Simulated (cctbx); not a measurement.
**ZnCd2SnTe4: as given, inverted or twinned?**

Space group I-42m (no. 121), a = 6.4050 Å, b = 6.4050 Å, c = 12.9640 Å, α = 90.00°, β = 90.00°, γ = 90.00°.

| atom | mult. | x | y | z | Ueq (Å²) |
| --- | --- | --- | --- | --- | --- |
| Te1 | 8 | 0.2615 | 0.2615 | 0.3558 | 0.0244 |
| Sn1 | 2 | 1/2 | 1/2 | 0 | 0.0188 |
| Cd1 | 4 | 1/2 | 0 | 1/4 | 0.0247 |
| Zn1 | 2 | 0 | 0 | 0 | 0.0257 |

The model was made for the exercise: a known structure type with other elements put in, its volume estimated, not relaxed; displacement parameters are assumed.

Data sets are simulated with cctbx and refined with Bijvoet mates kept apart; Flack x is then fitted as the share of an inverted twin with the atoms fixed, Hooft y from the Bijvoet differences. The group is acentric but holds improper operations, so there is an absolute structure (orientation) and no hand.

Untwinned crystal. What Flack and Hooft values should come out?

```csv
λ (Å),extinction (unmodelled),d min (Å),top counts,error (%),model,R1,Flack x,s.u.,Hooft y,s.u.,pairs
0.71073,0,0.77,70000,4,as given,0.0100,-0.01,0.05,0.005,0.040,138
0.71073,0,0.77,70000,4,inverted,0.0155,1.01,0.05,0.996,0.040,138
1.54184,0.3,0.83,70000,3,as given,0.0110,0.012,0.006,0.015,0.011,110
```

With Mo Kα, x is within 3 s.u. of 0, so the absolute structure is right, though an s.u. above 0.04 can't exclude a small twin share. With Cu Kα, x is within 3 s.u. of 0, so the absolute structure is right. Inverting the model turns x into about 1 − x.

[Logs are printed without paths, hosts, clocks, repeated set-up lines and the standing remarks that a program may print on its own settings, such as how far it seeks lower states.]
